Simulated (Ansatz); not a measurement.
# KBr (Fm-3m): phonons against volume

Which modes of KBr drive its thermal expansion?

Measurements to reproduce:
- volume expansion coefficient 116.1 1e-6/K and heat capacity C_P per formula unit 52.3 J/mol/K near room temperature (given in “High-Throughput Prediction of Finite-Temperature Properties using the Quasi-Harmonic Approximation”, 2016, arXiv:1603.06924)
- volume expansion coefficient 117.6 1e-6/K near room temperature (given in “Descriptors for thermal expansion in solids”, 2017, arXiv:1701.03966)

Main program and level: Ansatz 0.2.0; DFT LDA, scalar-relativistic, plane waves, PAW.

### Step 1. Starting point

The structure is cubic, space group Fm-3m (No. 225). The conventional cell has a = 6.600 Å, b = 6.600 Å, c = 6.600 Å, α = 90.00°, β = 90.00°, γ = 90.00°. Nearest to K lie 6 Br at 3.30 Å. Nearest to Br lie 6 K at 3.30 Å. Farther neighbours and most contacts between anions are not listed.

### Step 2. Probe on a coarse mesh

A cheap single point shows whether the cell is a metal or an insulator and how far it is from rest; that sets the k-mesh and the occupations of what follows.

Input file input.yaml:

```yaml
crystal:
  lattice:
    - [0.0, 3.3, 3.3]
    - [3.3, 0.0, 3.3]
    - [3.3, 3.3, 0.0]
  atoms:
    - { symbol: K, position: [0.0, 0.0, 0.0] }
    - { symbol: Br, position: [0.5, 0.5, 0.5] }
kpoints:
  mp_grid: { grid: [6, 6, 6] }
hamiltonian:
  xc: lda
scf:
  occupations: { method: gaussian, width: 0.1 }
output:
  forces: true
  stress: true
  eigenvalues: true
```

Started as:

```
$ ansatz run input.yaml --threads 4 --pin off --max-ram 16384MiB --backend cpu --events-out ev --progress --plain --runs-dir out
```

Numbers of over 12 decimals in the logs are rounded to 6 here.

What it wrote:

```text
Engine: ansatz 0.2.0, x86_64-unknown-linux-gnu
Pseudopotentials: kind: paw
Pseudopotential: K, paw, valence charge 9, recommended cutoff 420 eV (normal), K.paw.azcp
Pseudopotential: Br, paw, valence charge 7, recommended cutoff 420 eV (normal), Br.paw.azcp
Functional definition: SPW92
  exchange = slater_x
  correlation = pw_c
Crystal: 2 atoms, lattice volume = 71.874 Å³
Basis set: ecut = 420 eV, 1411 PW (Γ)
Bands: 12, of which v1, the nominal top of the filled ones, is band 8 counted from 1 (7 counted from 0)
Symmetry: 48 space group operations
Space group: Fm-3m (ITA 225), of the structure as read, at distance tolerance 4.2e-5 Å
k-points: 16 of 216
Non-local potential: K, projectors of the file, l = 0: 3, l = 1: 2, l = 2: 2
Non-local potential: Br, projectors of the file, l = 0: 2, l = 1: 2, l = 2: 2
PAW form: soft (Blöchl's): semilocal exchange-correlation on the pseudo side does not see the compensation charge
PAW frozen core: K, regenerated for the run's functional, and the local potential with it (the file was generated under x = pbe(κ = 0.804, μ = 0.219515), c = pbe(β = 0.066725))
PAW frozen core: Br, regenerated for the run's functional, and the local potential with it (the file was generated under x = pbe(κ = 0.804, μ = 0.219515), c = pbe(β = 0.066725))
PAW one-centre angular grid: K, 110 points (default); XC on 64 Gauss nodes
PAW one-centre angular grid: Br, 110 points (default); XC on 64 Gauss nodes
Initial density: superposition of atomic densities (neutral atoms: chi_scale 0, normalization atom), corrected by the library's trained network
Initial wavefunctions: pseudopotential atomic-orbital guess
Functional: x = slater, c = lda
SCF iter   1: F=—  HF=-4193.600113 eV  |F-HF|=—  |Δ(HF+E_count)|=         —  Δρ=4.66e-3  dr2=9.52e-3  ethr=1.77e-3  ⟨swp⟩=6.1  Hψ=1232  notcnv=0
preconditioner: auto → none  [insulator: Δε(μ)=3.992 eV  Ē_g=14.429 eV  σ=0.100 eV  W_gap=1.00  n_scr=14 (ndim 8)  ℏωp=16.4 eV  f_vac=0.056  D(μ)=0.00/eV (n_scr^D=0)  ε∞_Penn≈2.3]
SCF iter   2: F=—  HF=-4193.597279 eV  |F-HF|=—  |Δ(HF+E_count)|=   2.83e-3  Δρ=2.27e-3  dr2=1.78e-3  ethr=5.95e-5  ⟨swp⟩=1.9  Hψ=379  notcnv=0
SCF iter   3: F=—  HF=-4193.596834 eV  |F-HF|=—  |Δ(HF+E_count)|=   4.45e-4  Δρ=1.62e-4  dr2=1.24e-5  ethr=1.11e-5  ⟨swp⟩=1.0  Hψ=192  notcnv=0
SCF iter   4: F=—  HF=-4193.596835 eV  |F-HF|=—  |Δ(HF+E_count)|=   9.54e-7  Δρ=2.99e-5  dr2=4.67e-7  ethr=7.77e-8  ⟨swp⟩=2.0  Hψ=320  notcnv=0
iter 5 did not close the SCF: its close was put off for the readings that it lacked (scf_convergence_deferred on its scf_iter line)
SCF iter   5: F=-4193.596834 eV  HF=-4193.596834 eV  |F-HF|=1.13e-8  |Δ(HF+E_count)|=   1.77e-7  Δρ=1.44e-5  dr2=3.96e-8  ethr=2.92e-9  ⟨swp⟩=2.0  Hψ=292  notcnv=0
SCF iter   6: F=-4193.596834 eV  HF=-4193.596834 eV  |F-HF|=6.26e-9  |Δ(HF+E_count)|=   2.68e-9  Δρ=3.21e-6  dr2=8.43e-9  ethr=2.48e-10  ⟨swp⟩=3.6  Hψ=857  notcnv=0
SCF 1 converged in 6 iterations: F = -4193.596834 eV  dr2 = 8.43e-9
  greatest PAW one-centre occupation: 0.985 electrons in one spin orbital (limit 2), on the K atom at site 0 (counted from 0), in its partial waves of l = 0
SCF converged after 6 iterations
Free energy (F): -4193.596834 eV
Harris-Foulkes:  -4193.596834 eV  (|F-HF|=6.26e-9)
Internal energy: -4193.596834 eV  (E = F + TS)
E sigma→0 (E₀):  -4193.596834 eV
Fermi energy:    2.803775 eV
--- Per-component energies (eV) ---
  E_band       = -136.998589
  E_kinetic    = 387.767639
  E_local      = -841.624504  (includes V_loc(G=0)·N_el)
  E_nonlocal   = 87.034363
  E_hartree    = 270.620785
  E_xc         = -394.594866
  E_vxc        = -268.879608  (∫ρ·V_xc dr)
  E_paw        = -2903.278413  (= ΣΔE_a)
  E_vpaw       = -42.539570  (= ΣTr[D̂ρ^β])
  E_aug_tail   = -0.000004  (compensation charges beyond the density's cutoff)
  E_ewald      = -799.985846
  E_core_change = 0.464011  (= ΣΔE_core)
  E_smearing   = -0.000000  (= −TS)
  E_closure    = -0.000000  (closes the sum)
  Σ components = -4193.596834   (vs F -4193.596834, Δ=0.00e0)
--- Forces (eV/Å), atoms counted from 1 ---
  atom   1  K     -0.00000000     0.00000000     0.00000000
  atom   2  Br     0.00000000     0.00000000    -0.00000000
  max |Σ_I F_I| component: 9.37e-31 eV/Å
--- Stress (GPa, compression-positive) ---
       -1.644176      -0.000000       0.000000
        0.000000      -1.644176      -0.000000
        0.000000      -0.000000      -1.644176
  P = ⅓ Tr σ = -1.6442 GPa (-16.442 kbar)
--- Band table (eV; the first three rows and the last of 16) ---
  k-point 0: bands = [... 4 lower, -10.3458, 0.7872, 0.7872, 0.7872, 4.8176, 8.1438, 8.1438, 8.1438]
  k-point 1: bands = [... 4 lower, -10.2866, 0.3909, 0.6935, 0.6935, 5.4988, 7.9821, 8.4701, 8.4701]
  k-point 2: bands = [... 4 lower, -10.1768, -0.2120, 0.5184, 0.5184, 6.6294, 8.2109, 9.3400, 9.3400]
  k-point 15: bands = [... 4 lower, -10.2924, 0.0441, 0.2848, 0.3161, 7.0919, 8.3912, 8.7809, 9.7667]
```

Run time: 1.4 s. Hardware: 4 threads of Intel Xeon Platinum 8488C (Sapphire Rapids), shared host; peak memory 0.35 GiB; 2 s of CPU time.

Reading the cycles: dr2 is the Hartree energy of the density residual (eV), the measure of convergence; HF is the Harris–Foulkes estimate of the energy, which meets the free energy F at convergence.

This step gave:

```
pressure          : -1.644 GPa
gap on the k-mesh : 4.030 eV
volume per atom   : 35.94 Å³
```

The start is under -1.6 GPa at this level and looks like an insulator or semiconductor on this mesh.

### Step 3. Relaxation

The vibrations must be taken about the equilibrium of this functional, not about the starting cell, so the structure is relaxed.

input.yaml, the sections that differ from step 2:

```yaml
scf:
  occupations: { method: gaussian, width: 0.02 }
relax:
  adjacent_minimum: "off"
  f_tol: 0.005
  max_steps: 80
  cell: { stress_tol: 0.05 }
# crystal, kpoints, hamiltonian, output: as in step 2
```

What it wrote:

```text
[...]
Crystal: 2 atoms, lattice volume = 71.874 Å³
Basis set: ecut = 420 eV, 1411 PW (Γ)
Bands: 12, of which v1, the nominal top of the filled ones, is band 8 counted from 1 (7 counted from 0)
Symmetry: 48 space group operations
[...]
k-points: 16 of 216
[...]
SCF iter   1: F=—  HF=-4193.600107 eV  |F-HF|=—  |Δ(HF+E_count)|=         —  Δρ=4.66e-3  dr2=9.51e-3  ethr=1.77e-3  ⟨swp⟩=6.8  Hψ=1335  notcnv=0
[...]
SCF iter   6: F=-4193.596834 eV  HF=-4193.596834 eV  |F-HF|=6.55e-9  |Δ(HF+E_count)|=   2.77e-9  Δρ=3.18e-6  dr2=8.74e-9  ethr=2.44e-10  ⟨swp⟩=2.9  Hψ=666  notcnv=0
SCF 1 converged in 6 iterations: F = -4193.596834 eV  dr2 = 8.74e-9
[...]
relax step   1: F+E_penalty+E_count = -4193.59683445 eV  Δ(F+E_penalty+E_count) = +0.000e0 eV  max|allowed force component| = 5.752e-30 eV/Å  Δτ_max = 0.0000 Å  P = -1.644 GPa  Ω = 71.874 Å³  (6 SCF iters, dr2 threshold 1.00e-7 eV, accepted)
Crystal: 2 atoms, lattice volume = 68.326 Å³
Basis set: ecut = 420 eV, 1363 PW (Γ)
[...]
iter 1 solved again at ethr=9.46e-6 eV; its pass at ethr=3.10e-3 eV (dr2=1.51e-3 eV) is discarded
[...]
SCF iter   5: F=-4193.626539 eV  HF=-4193.626539 eV  |F-HF|=6.74e-9  |Δ(HF+E_count)|=   2.45e-8  Δρ=6.11e-6  dr2=1.44e-8  ethr=1.25e-9  ⟨swp⟩=6.2  Hψ=951  notcnv=0
SCF 2 converged in 5 iterations: F = -4193.626539 eV  dr2 = 1.44e-8
relax step   2: F+E_penalty+E_count = -4193.62653931 eV  Δ(F+E_penalty+E_count) = -2.970e-2 eV  max|allowed force component| = 4.257e-30 eV/Å  Δτ_max = 0.0000 Å  P = -0.972 GPa  Ω = 68.326 Å³  energy of the carried Pulay correction = +3.248e-4 eV  (5 SCF iters, dr2 threshold 2.00e-7 eV, accepted)
Crystal: 2 atoms, lattice volume = 63.781 Å³
Basis set: ecut = 420 eV, 1243 PW (Γ)
[...]
SCF iter   5: F=-4193.637892 eV  HF=-4193.637892 eV  |F-HF|=8.96e-9  |Δ(HF+E_count)|=   8.03e-8  Δρ=7.81e-6  dr2=2.01e-8  ethr=1.25e-9  ⟨swp⟩=6.5  Hψ=982  notcnv=0
SCF 3 converged in 5 iterations: F = -4193.637892 eV  dr2 = 2.01e-8
relax step   3: F+E_penalty+E_count = -4193.63789241 eV  Δ(F+E_penalty+E_count) = -1.135e-2 eV  max|allowed force component| = 5.884e-30 eV/Å  Δτ_max = 0.0000 Å  P = +0.291 GPa  Ω = 63.781 Å³  energy of the carried Pulay correction = +7.657e-4 eV  (5 SCF iters, dr2 threshold 2.00e-7 eV, accepted)
[...]
relax step   4: F+E_penalty+E_count = -4193.63858129 eV  Δ(F+E_penalty+E_count) = -6.889e-4 eV  max|allowed force component| = 4.010e-30 eV/Å  Δτ_max = 0.0000 Å  P = -0.032 GPa  Ω = 64.775 Å³  energy of the carried Pulay correction = +6.668e-4 eV  (4 SCF iters, dr2 threshold 2.00e-7 eV, accepted)
[...]
SCF iter   6: F=-4193.637932 eV  HF=-4193.637932 eV  |F-HF|=9.09e-13  |Δ(HF+E_count)|=  9.09e-12  Δρ=4.78e-8  dr2=4.57e-13  ethr=1.00e-12  ⟨swp⟩=5.8  Hψ=767  notcnv=0
SCF 5 converged in 6 iterations: F = -4193.637932 eV  dr2 = 4.57e-13
relax step   5: F+E_penalty+E_count = -4193.63793232 eV  Δ(F+E_penalty+E_count) = +6.490e-4 eV  max|allowed force component| = 9.318e-30 eV/Å  Δτ_max = 0.0000 Å  P = -0.033 GPa  Ω = 64.775 Å³  stress off target by 3.34e-2 GPa  SCF on the basis re-selected at this cell (its energy is not comparable with the rows above)  (6 SCF iters)
basis re-selected at this cell: Δ(F+E_penalty+E_count) = +6.490e-4 eV, ΔP = -0.001 GPa vs the last step (what re-selecting the basis moved, of the pressure what is left beyond the Pulay correction that the steps carried, after the strain that the cell walked since its last selection, with what the two solves' SCF thresholds leave and, on support functions, any second-order correction that the steps lacked; it is no m [...]
SCF converged after 6 iterations
Free energy (F): -4193.637932 eV
[...]
Internal energy: -4193.637932 eV  (E = F + TS)
E sigma→0 (E₀):  -4193.637932 eV
Fermi energy:    3.700478 eV
[...]
--- Stress (GPa, compression-positive) ---
       -0.033350      -0.000000      -0.000000
       -0.000000      -0.033350      -0.000000
       -0.000000      -0.000000      -0.033350
  P = ⅓ Tr σ = -0.0334 GPa (-0.334 kbar)
--- Band table (eV; the first three rows and the last of 16) ---
  k-point 0: bands = [... 4 lower, -9.4063, 1.5424, 1.5424, 1.5424, 5.8585, 8.8947, 8.8947, 8.8947]
  k-point 1: bands = [... 4 lower, -9.3290, 1.0707, 1.4203, 1.4203, 6.6073, 8.7611, 9.2565, 9.2565]
  k-point 2: bands = [... 4 lower, -9.1847, 0.3593, 1.1956, 1.1956, 7.6836, 9.2220, 10.2247, 10.2247]
  k-point 15: bands = [... 4 lower, -9.3373, 0.6986, 0.9380, 1.0038, 7.8182, 9.5778, 9.7964, 10.9263]
--- Relaxed structure (4 steps of the walk, 4 accepted, 1 SCFs on fresh bases) ---
  F+E_penalty+E_count = -4193.63793232 eV   max|allowed force component| = 9.318e-30 eV/Å   (the final SCF, on the basis selected at the relaxed cell)
  cell:  # Å, volume = 64.7747 Å³
    - [0, 3.187561, 3.187561]
    - [3.187561, 0, 3.187561]
    - [3.187561, 3.187561, 0]
  atoms:
    - { symbol: K, position: [0, 0, 0] }
    - { symbol: Br, position: [0.5, 0.5, 0.5] }
```

Run time: 2.5 s. Hardware: 4 threads; peak memory 0.37 GiB; 5.1 s of CPU time.

The steps of the relaxation:

| step | energy less that of the first step (eV) | largest force component (eV/Å) | pressure (GPa) | volume (Å³) |
| --- | --- | --- | --- | --- |
| 1 | 0.0000 | 0.0000 | -1.64 | 71.87 |
| 2 | -0.0297 | 0.0000 | -0.97 | 68.33 |
| 3 | -0.0411 | 0.0000 | 0.29 | 63.78 |
| 4 | -0.0417 | 0.0000 | -0.03 | 64.77 |
| 5* | -0.0411 | 0.0000 | -0.03 | 64.77 |

Relaxation steps marked * repeat the geometry before them on a plane-wave basis chosen anew for their cell, so energy and pressure can jump there.

The run keeps the 48 symmetry operations that it works with, so distortions that break them were not tested.

```csv
"conventional cell, symmetrised",before,after,change
a (Å),6.600,6.375,-3.4 %
b (Å),6.600,6.375,-3.4 %
c (Å),6.600,6.375,-3.4 %
volume (Å³/atom),35.94,32.39,-9.9 %
```

Final coordinates:

```xyz
2
Lattice="0.0000 3.1876 3.1876 3.1876 0.0000 3.1876 3.1876 3.1876 0.0000" Properties=species:S:1:pos:R:3 pbc="T T T"
K     0.0000    0.0000    0.0000
Br    3.1876    3.1876    3.1876
```

This step gave:

```yaml
pressure: -0.03335 GPa
gap_on_the_k_mesh: 4.316 eV
volume_per_atom: 32.39 Å³
```

The relaxation ends with a pressure of -0.03 GPa.

(Part 1 of 5 ends here.)

[Logs are printed without paths, hosts, clocks, repeated set-up lines and the standing remarks that a program may print on its own settings, such as how far it seeks lower states.]

[Hosts, paths, dates, database ids (printed as entryN), source tags and the programs' standing remarks are cut or masked in the printed files.]

[A step with changed settings may run another functional than the one named; its input shows which.]

[Of the runs on displaced cells, only some may be shown.]
